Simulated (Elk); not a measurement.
# Magnetic state of FeGe from several starts, part 2 of 3

Wanted: the moments of FeGe and the energy of each order that was tried.

Elk 11.2.3 (patched build); PBEsol; all-electron APW+lo, Dirac cores, scalar-relativistic bands.

So far, largest spin moment in the muffin-tin sphere (μB): step 2 (order 1, typed as ferro +++) 1.47.

## Step 3: Start 2: ferri ++-

An opposed order shows whether the pairs that it reverses prefer unlike signs.

Contents of elk.in:

```
tasks
  0

xctype
  22

reducebf
  0.5

epsengy
  1e-05

maxscl
  100

rgkmax
  7.0

nempty
  8

swidth
  0.003

lmaxi
  3

spinpol
  .true.

sppath
  './'

avec
  9.44409969445 0.00000000000 0.00000000000
  -4.72204984723 8.17883025124 0.00000000000
  0.00000000000 0.00000000000 7.77766174582

atoms
  2
  'Fe.in'
  3
  0.5000000000 0.0000000000 0.0000000000   0.000000 0.000000 -0.210000
  0.5000000000 0.5000000000 0.0000000000   0.000000 0.000000 -0.210000
  0.0000000000 0.5000000000 0.0000000000   0.000000 0.000000 0.210000
  'Ge.in'
  3
  0.0000000000 0.0000000000 0.0000000000   0.000000 0.000000 0.000000
  0.3333333300 0.6666666700 0.5000000000   0.000000 0.000000 0.000000
  0.6666666700 0.3333333300 0.5000000000   0.000000 0.000000 0.000000

ngridk
  6 6 6
```

The run is started by

```bash
$ OMP_NUM_THREADS=4 elk
```

Numbers of over 12 decimals in the logs are rounded to 6 here.

The log of the run:

```text
Warning(init1): few empty states an atom for a second variation :    8.000000000
 they are its basis, with spin, DFT+U, afieldc (12 by default), in Hartree-Fock and RDMFT; 30 and more for pressures
Warning(gndstate): core states of species 2 leak from the muffin-tin :   0.4894372549E-03

--- INFO.OUT ---
┌─────────────────────────┐
│ Elk code version 11.2.3 │
└─────────────────────────┘

All units are atomic (Hartree, Bohr, etc.)

┌─────────────────────────────────────────────────┐
│ Ground-state run starting from atomic densities │
└─────────────────────────────────────────────────┘

Lattice vectors :
   9.444099694       0.000000000       0.000000000
  -4.722049847       8.178830251       0.000000000
   0.000000000       0.000000000       7.777661746

Species : 1 (Fe)
 parameters loaded from : Fe.in
 name : iron
 nuclear charge    :   -26.00000000
 electronic charge :    26.00000000
 atomic mass :    101799.2075
 muffin-tin radius :    2.336024924
 number of radial points in muffin-tin :    993
 inner part over the whole radius :   0.9975523402E-02
 number on inner part of muffin-tin    :    700
 approximate nuclear radius :   0.7160107270E-04
 number of mesh points to nuclear radius :    332
 atomic positions (lattice), magnetic fields (Cartesian) :
  1 :   0.00000000  0.00000000  0.00000000    0.00000000  0.00000000 -0.21000000
  2 :   0.00000000  0.50000000  0.00000000    0.00000000  0.00000000 -0.21000000
  3 :   0.50000000  0.50000000  0.00000000    0.00000000  0.00000000  0.21000000

Species : 2 (Ge)
 parameters loaded from : Ge.in
 name : germanium
 nuclear charge    :   -32.00000000
 electronic charge :    32.00000000
 atomic mass :    132414.6196
 muffin-tin radius :    2.336024924
 number of radial points in muffin-tin :    993
 inner part over the whole radius :   0.9985464432E-02
 number on inner part of muffin-tin    :    702
 approximate nuclear radius :   0.7637961215E-04
 number of mesh points to nuclear radius :    341
 atomic positions (lattice), magnetic fields (Cartesian) :
  1 :   0.50000000  0.00000000  0.00000000    0.00000000  0.00000000  0.00000000
  2 :  -0.16666667 -0.33333333  0.50000000    0.00000000  0.00000000  0.00000000
  3 :   0.16666667  0.33333333  0.50000000    0.00000000  0.00000000  0.00000000

Total number of atoms per unit cell :    6
Total muffin-tin volume :    320.3850746
 ratio of muffin-tin to unit cell volume :   0.5332998563

Spin treatment :
 spin-polarised
 global magnetic field (Cartesian) :    0.000000000       0.000000000       0.000000000
 collinear magnetisation in z-direction

Number of Bravais lattice symmetries :   24
Number of crystal symmetries         :    8
Crystal has inversion symmetry
Real symmetric eigensolver will be used

k-point grid :      6     6     6
k-point offset :    0.000000000       0.000000000       0.000000000
k-point set is reduced with full crystal symmetry group
Total number of k-points :       52

Muffin-tin radius times maximum |G+k| :    7.000000000
 using average radius
Maximum |G+k| for APW functions       :    2.996543371
Maximum (1/2)|G+k|²                   :    4.489636088
Maximum |G| for potential and density :    12.00000000
Constant for pseudocharge density :    7
 order of it for each species :   14  14
 order of it for pair densities of each species (exact exchange by exxq0 0: 14) :   10  10
Radial integration step length :    1

G-vector grid sizes :     40    40    30
Number of G-vectors :    17501

Maximum angular momentum used for
 APW functions            :    8
 outer part of muffin-tin :    6
 inner part of muffin-tin :    3

Number of empty states         :     48
Total number of valence states :    188
Total number of core states    :     84

Third-order local-orbitals added for an l without core states : T
Total number of local-orbitals :    129

Exchange-correlation functional :     22     0     0
 PBEsol, Phys. Rev. Lett. 100, 136406 (2008)
 gradient requirement :    1
 generalised gradient approximation (GGA)

Smearing type :    3
 Fermi-Dirac
Smearing width :   0.3000000000E-02
Effective electronic temperature (K) :    947.3250744

Mixing type :    3
 Broyden mixing, J. Phys. A: Math. Gen. 17, L317 (1984)

Kohn-Sham potential initialised from atomic data

┌──────────────────────────────┐
│ Self-consistent loop started │
└──────────────────────────────┘

┌─────────────────┐
│ Loop number : 1 │
└─────────────────┘

Energies :
 Fermi                       :     0.140871
 sum of occupied eigenvalues :     -5840.7268490581
 electron kinetic            :      10295.374361662
 core electron kinetic       :      9397.0994403469
 Coulomb                     :     -20003.457037597
 Coulomb potential           :     -15578.141515124
 nuclear-nuclear             :     -1509.5448382525
 electron-nuclear            :     -21457.118443734
 Hartree                     :      2963.2062443898
 Madelung                    :     -12214.386280035
 xc potential                :     -557.69058801304
 xc effective B-field        :    -0.175218
 external B-field            :      0.000000
 exchange                    :     -390.45194044686
 correlation                 :     -9.534977
 electron entropic           :    -0.39363082819494E-02
 total energy                :     -10108.073529622
 (external B-field energy excluded from total)

Density of states at Fermi energy :    132.4431727
 (states/Hartree/unit cell)

Estimated indirect band gap :   0.1725577911E-03
 from k-point 41 to k-point 1
Estimated direct band gap   :   0.1861415053E-02
 at k-point 14

Charges :
 core                        :    84.00000000
 valence                     :    90.00000000
 interstitial                :    6.572707376
 muffin-tins (core leakage)
  species : 1 (Fe)
   atom 1                    :    25.68821604     ( -0.2242533306E-06)
   atom 2                    :    25.68821604     ( -0.2242533306E-06)
   atom 3                    :    25.94112960     ( -0.2242531796E-06)
  species : 2 (Ge)
   atom 1                    :    30.01020860     (  0.5156019940E-03)
   atom 2                    :    30.04976117     (  0.5188743081E-03)
   atom 3                    :    30.04976117     (  0.5188743081E-03)
 total in muffin-tins        :    167.4272926
 total calculated charge     :    173.9970164
 total charge                :    174.0000000
 error                       :   0.2983612939E-02

Moments :
 interstitial                :  -0.7430987195E-01
 muffin-tins
  species : 1 (Fe)
   atom 1                    :    1.793318919
   atom 2                    :    1.793318919
   atom 3                    :   -1.565951243
  species : 2 (Ge)
   atom 1                    :  -0.3443307370E-01
   atom 2                    :  -0.3016688287E-01
   atom 3                    :  -0.3016688287E-01
 total in muffin-tins        :    1.925919756
 total moment                :    1.851609884

[... earlier loops left out ...]

┌──────────────────┐
│ Loop number : 38 │
└──────────────────┘

Energies :
 Fermi                       :     0.287326
 sum of occupied eigenvalues :     -5823.9760889318
 electron kinetic            :      10290.720208268
 core electron kinetic       :      9397.9219673012
 Coulomb                     :     -19999.412607378
 Coulomb potential           :     -15591.722908116
 nuclear-nuclear             :     -1509.5448382525
 electron-nuclear            :     -21434.860853792
 Hartree                     :      2944.9930846673
 Madelung                    :     -12203.551153320
 xc potential                :     -522.86531685435
 xc effective B-field        :    -0.108073
 external B-field            :      0.000000
 exchange                    :     -389.41414472745
 correlation                 :     -9.527347
 electron entropic           :    -0.57145841554636E-02
 total energy                :     -10107.639605045
 (external B-field energy excluded from total)

Density of states at Fermi energy :    196.1281800
 (states/Hartree/unit cell)

Estimated indirect band gap :   0.1853131386E-03
 from k-point 2 to k-point 10
Estimated direct band gap   :   0.9651720211E-03
 at k-point 52

Charges :
 core                        :    84.00000000
 valence                     :    90.00000000
 interstitial                :    7.362164349
 muffin-tins (core leakage)
  species : 1 (Fe)
   atom 1                    :    25.13412816     ( -0.2242534745E-06)
   atom 2                    :    25.13412816     ( -0.2242534745E-06)
   atom 3                    :    25.12045524     ( -0.2242531973E-06)
  species : 2 (Ge)
   atom 1                    :    30.39172941     (  0.4872245716E-03)
   atom 2                    :    30.42869734     (  0.4894372549E-03)
   atom 3                    :    30.42869734     (  0.4894372549E-03)
 total in muffin-tins        :    166.6378357
 total calculated charge     :    173.9972749
 total charge                :    174.0000000
 error                       :   0.2725091445E-02

Moments :
 interstitial                :  -0.2207931989E-01
 muffin-tins
  species : 1 (Fe)
   atom 1                    :    1.117442009
   atom 2                    :    1.117442009
   atom 3                    :   -1.630895448
  species : 2 (Ge)
   atom 1                    :  -0.1063270193E-01
   atom 2                    :  -0.1108747831E-01
   atom 3                    :  -0.1108747831E-01
 total in muffin-tins        :   0.5711809122
 total moment                :   0.5491015924

┌──────────────────────────────┐
│ Self-consistent loop stopped │
└──────────────────────────────┘

Warning : core states of species 2 leak from the muffin-tin :   0.4894372549E-03

Wrote STATE.OUT
```

Run time: 14 min. Hardware: 4 threads of Arm Neoverse V2, shared host; peak memory 0.58 GiB; 55 min of CPU time.

Spin moment in the muffin-tin sphere by atom:

| atom | spin moment in the muffin-tin sphere (μB) |
| --- | --- |
| Fe1 | 1.12 |
| Fe2 | 1.12 |
| Fe3 | -1.63 |
| Ge4 | -0.01 |
| Ge5 | -0.01 |
| Ge6 | -0.01 |

Numbers from this step:

```yaml
density_of_states_at_the_fermi_level: 7.208 states/eV/cell
moment_between_the_spheres: -0.02208 μB
magnetization: 0.5491 μB
final_state: ferrimagnetic
```

It lies 135 meV a seeded atom over the first start, and its largest moment is 1.63 μB against 1.47 μB.

## Step 4: Start 3: no spin polarisation

This run holds no moments, which gives a state to set the others against.

elk.in: that of step 3 with these lines changed.

```diff
@@ -5,5 +5,2 @@
   22
-
-reducebf
-  0.5
 
@@ -27,5 +24,2 @@
 
-spinpol
-  .true.
-
 sppath
@@ -42,5 +36,5 @@
   3
-  0.5000000000 0.0000000000 0.0000000000   0.000000 0.000000 -0.210000
-  0.5000000000 0.5000000000 0.0000000000   0.000000 0.000000 -0.210000
-  0.0000000000 0.5000000000 0.0000000000   0.000000 0.000000 0.210000
+  0.5000000000 0.0000000000 0.0000000000   0.000000 0.000000 0.000000
+  0.5000000000 0.5000000000 0.0000000000   0.000000 0.000000 0.000000
+  0.0000000000 0.5000000000 0.0000000000   0.000000 0.000000 0.000000
   'Ge.in'
```

The run is started by

```bash
$ OMP_NUM_THREADS=4 elk
```

The log of the run:

```text
Warning(gndstate): core states of species 2 leak from the muffin-tin :   0.4890924077E-03

--- INFO.OUT ---
┌─────────────────────────┐
│ Elk code version 11.2.3 │
└─────────────────────────┘

All units are atomic (Hartree, Bohr, etc.)

┌─────────────────────────────────────────────────┐
│ Ground-state run starting from atomic densities │
└─────────────────────────────────────────────────┘

Lattice vectors :
   9.444099694       0.000000000       0.000000000
  -4.722049847       8.178830251       0.000000000
[...]
species : 2 (Ge)
   atom 1                    :    30.37995697     (  0.4865099359E-03)
   atom 2                    :    30.42269465     (  0.4890924077E-03)
   atom 3                    :    30.42269465     (  0.4890924077E-03)
 total in muffin-tins        :    166.6488180
 total calculated charge     :    173.9972674
 total charge                :    174.0000000
 error                       :   0.2732612980E-02

┌──────────────────────────────┐
│ Self-consistent loop stopped │
└──────────────────────────────┘

Warning : core states of species 2 leak from the muffin-tin :   0.4890924077E-03

Wrote STATE.OUT

[key lines of the parts left out:]
total energy                :     -10107.630862368
```

The job ended after 31 s (4 threads; peak memory 0.22 GiB).

Read from the output:

- density of states at the Fermi level: 13.59 states/eV/cell
- final state: non-magnetic (no spin polarisation)

It lies 215 meV a seeded atom over the first start.

## Step 5: An attempt with other settings

A slip in the input shows what the program catches and what it lets pass.

Contents of elk.in:

```
tasks
  0

xctype
  22

reducebf
  0.5

epsengy
  1e-05

maxscl
  50

rgkmax
  4.0

nempty
  8

swidth
  0.003

lmaxi
  3

spinpol
  .true.

sppath
  './'

avec
  9.44409969445 0.00000000000 0.00000000000
  -4.72204984723 8.17883025124 0.00000000000
  0.00000000000 0.00000000000 7.77766174582

atoms
  2
  'Fe.in'
  3
  0.5000000000 0.0000000000 0.0000000000   0.000000 0.000000 -0.210000
  0.5000000000 0.5000000000 0.0000000000   0.000000 0.000000 -0.210000
  0.0000000000 0.5000000000 0.0000000000   0.000000 0.000000 -0.210000
  'Ge.in'
  3
  0.0000000000 0.0000000000 0.0000000000   0.000000 0.000000 0.000000
  0.3333333300 0.6666666700 0.5000000000   0.000000 0.000000 0.000000
  0.6666666700 0.3333333300 0.5000000000   0.000000 0.000000 0.000000

ngridk
  6 6 6
```

The run is started by

```bash
$ OMP_NUM_THREADS=4 elk
```

The log of the run:

```text
Warning(init1): few empty states an atom for a second variation :    8.000000000
 they are its basis, with spin, DFT+U, afieldc (12 by default), in Hartree-Fock and RDMFT; 30 and more for pressures
Warning(gndstate): core states of species 2 leak from the muffin-tin :   0.5123293526E-03

--- INFO.OUT ---
┌─────────────────────────┐
│ Elk code version 11.2.3 │
└─────────────────────────┘

All units are atomic (Hartree, Bohr, etc.)

┌─────────────────────────────────────────────────┐
│ Ground-state run starting from atomic densities │
└─────────────────────────────────────────────────┘

Lattice vectors :
   9.444099694       0.000000000       0.000000000
  -4.722049847       8.178830251       0.000000000
   0.000000000       0.000000000       7.777661746

Species : 1 (Fe)
 parameters loaded from : Fe.in
 name : iron
 nuclear charge    :   -26.00000000
 electronic charge :    26.00000000
 atomic mass :    101799.2075
 muffin-tin radius :    2.336024924
 number of radial points in muffin-tin :    993
 inner part over the whole radius :   0.9975523402E-02
 number on inner part of muffin-tin    :    700
 approximate nuclear radius :   0.7160107270E-04
 number of mesh points to nuclear radius :    332
 atomic positions (lattice), magnetic fields (Cartesian) :
  1 :   0.00000000  0.00000000  0.00000000    0.00000000  0.00000000 -0.21000000
  2 :   0.00000000  0.50000000  0.00000000    0.00000000  0.00000000 -0.21000000
  3 :   0.50000000  0.50000000  0.00000000    0.00000000  0.00000000 -0.21000000

Species : 2 (Ge)
 parameters loaded from : Ge.in
 name : germanium
 nuclear charge    :   -32.00000000
 electronic charge :    32.00000000
 atomic mass :    132414.6196
 muffin-tin radius :    2.336024924
 number of radial points in muffin-tin :    993
 inner part over the whole radius :   0.9985464432E-02
 number on inner part of muffin-tin    :    702
 approximate nuclear radius :   0.7637961215E-04
 number of mesh points to nuclear radius :    341
 atomic positions (lattice), magnetic fields (Cartesian) :
  1 :   0.50000000  0.00000000  0.00000000    0.00000000  0.00000000  0.00000000
  2 :  -0.16666667 -0.33333333  0.50000000    0.00000000  0.00000000  0.00000000
  3 :   0.16666667  0.33333333  0.50000000    0.00000000  0.00000000  0.00000000

Total number of atoms per unit cell :    6
Total muffin-tin volume :    320.3850746
 ratio of muffin-tin to unit cell volume :   0.5332998563

Spin treatment :
 spin-polarised
 global magnetic field (Cartesian) :    0.000000000       0.000000000       0.000000000
 collinear magnetisation in z-direction

Number of Bravais lattice symmetries :   24
Number of crystal symmetries         :   24
Crystal has inversion symmetry
Real symmetric eigensolver will be used

k-point grid :      6     6     6
k-point offset :    0.000000000       0.000000000       0.000000000
k-point set is reduced with full crystal symmetry group
Total number of k-points :       28

Muffin-tin radius times maximum |G+k| :    4.000000000
 using average radius
Maximum |G+k| for APW functions       :    1.712310498
Maximum (1/2)|G+k|²                   :    1.466003621
Maximum |G| for potential and density :    12.00000000
Constant for pseudocharge density :    7
 order of it for each species :   14  14
 order of it for pair densities of each species (exact exchange by exxq0 0: 14) :    3   3
Radial integration step length :    1

G-vector grid sizes :     40    40    30
Number of G-vectors :    17501

Maximum angular momentum used for
 APW functions            :    8
 outer part of muffin-tin :    6
 inner part of muffin-tin :    3

Number of empty states         :     48
Total number of valence states :    188
Total number of core states    :     84

Third-order local-orbitals added for an l without core states : T
Total number of local-orbitals :    129

Exchange-correlation functional :     22     0     0
 PBEsol, Phys. Rev. Lett. 100, 136406 (2008)
 gradient requirement :    1
 generalised gradient approximation (GGA)

Smearing type :    3
 Fermi-Dirac
Smearing width :   0.3000000000E-02
Effective electronic temperature (K) :    947.3250744

Mixing type :    3
 Broyden mixing, J. Phys. A: Math. Gen. 17, L317 (1984)

Kohn-Sham potential initialised from atomic data

┌──────────────────────────────┐
│ Self-consistent loop started │
└──────────────────────────────┘

[... earlier loops left out ...]

┌──────────────────┐
│ Loop number : 19 │
└──────────────────┘

Energies :
 Fermi                       :     0.298752
 sum of occupied eigenvalues :     -5822.2133756039
 electron kinetic            :      10294.532387768
 core electron kinetic       :      9396.1192300281
 Coulomb                     :     -20001.894201324
 Coulomb potential           :     -15593.353343877
 nuclear-nuclear             :     -1509.5448382525
 electron-nuclear            :     -21441.232412289
 Hartree                     :      2948.8830492173
 Madelung                    :     -12205.217529386
 xc potential                :     -523.23241402718
 xc effective B-field        :    -0.160004
 external B-field            :      0.000000
 exchange                    :     -389.74310860766
 correlation                 :     -9.526953
 electron entropic           :    -0.30157908456843E-02
 total energy                :     -10106.634890854
 (external B-field energy excluded from total)

Density of states at Fermi energy :    99.04129476
 (states/Hartree/unit cell)

Estimated indirect band gap :   0.1241349628E-03
 from k-point 16 to k-point 5
Estimated direct band gap   :   0.1929170924E-02
 at k-point 16

Charges :
 core                        :    84.00000000
 valence                     :    90.00000000
 interstitial                :    7.936236433
 muffin-tins (core leakage)
  species : 1 (Fe)
   atom 1                    :    24.96110349     ( -0.2242530357E-06)
   atom 2                    :    24.96110349     ( -0.2242530357E-06)
   atom 3                    :    24.96110349     ( -0.2242530357E-06)
  species : 2 (Ge)
   atom 1                    :    30.36844981     (  0.5095976739E-03)
   atom 2                    :    30.40600164     (  0.5123293526E-03)
   atom 3                    :    30.40600164     (  0.5123293526E-03)
 total in muffin-tins        :    166.0637636
 total calculated charge     :    173.9987618
 total charge                :    174.0000000
 error                       :   0.1238236102E-02

Moments :
 interstitial                :  -0.9399720462E-01
 muffin-tins
  species : 1 (Fe)
   atom 1                    :    1.517879588
   atom 2                    :    1.517879588
   atom 3                    :    1.517879588
  species : 2 (Ge)
   atom 1                    :  -0.6717286645E-01
   atom 2                    :  -0.4822607716E-01
   atom 3                    :  -0.4822607716E-01
 total in muffin-tins        :    4.390013744
 total moment                :    4.296016539

┌──────────────────────────────┐
│ Self-consistent loop stopped │
└──────────────────────────────┘

Warning : core states of species 2 leak from the muffin-tin :   0.5123293526E-03

Wrote STATE.OUT
```

It took 3.6 min on 4 threads; peak memory 0.55 GiB; 14 min of CPU time.

The run converged, but its input is faulty, so its numbers are not to be trusted.

The fault in the input: a cutoff far too low.

The largest moment is 1.52 μB against 1.47 μB in the first run, and the free energy lies +27.7 eV from it.

So small a basis of waves describes the states badly; the cutoff must rise until moments and differences stand still.

[end of part 2 of 3]

[Logs and program files are shortened in this print: banners, set-up blocks, solver, clock and traceback lines can be left out without a mark of their own.]

[Logs are printed without paths, hosts, clocks, repeated set-up lines and the standing remarks that a program may print on its own settings, such as how far it seeks lower states.]

[Hosts, paths, dates, database ids (printed as entryN), source tags and the programs' standing remarks are cut or masked in the printed files.]

[Where a cell is said to come from a database of computed structures, the database is the Materials Project.]
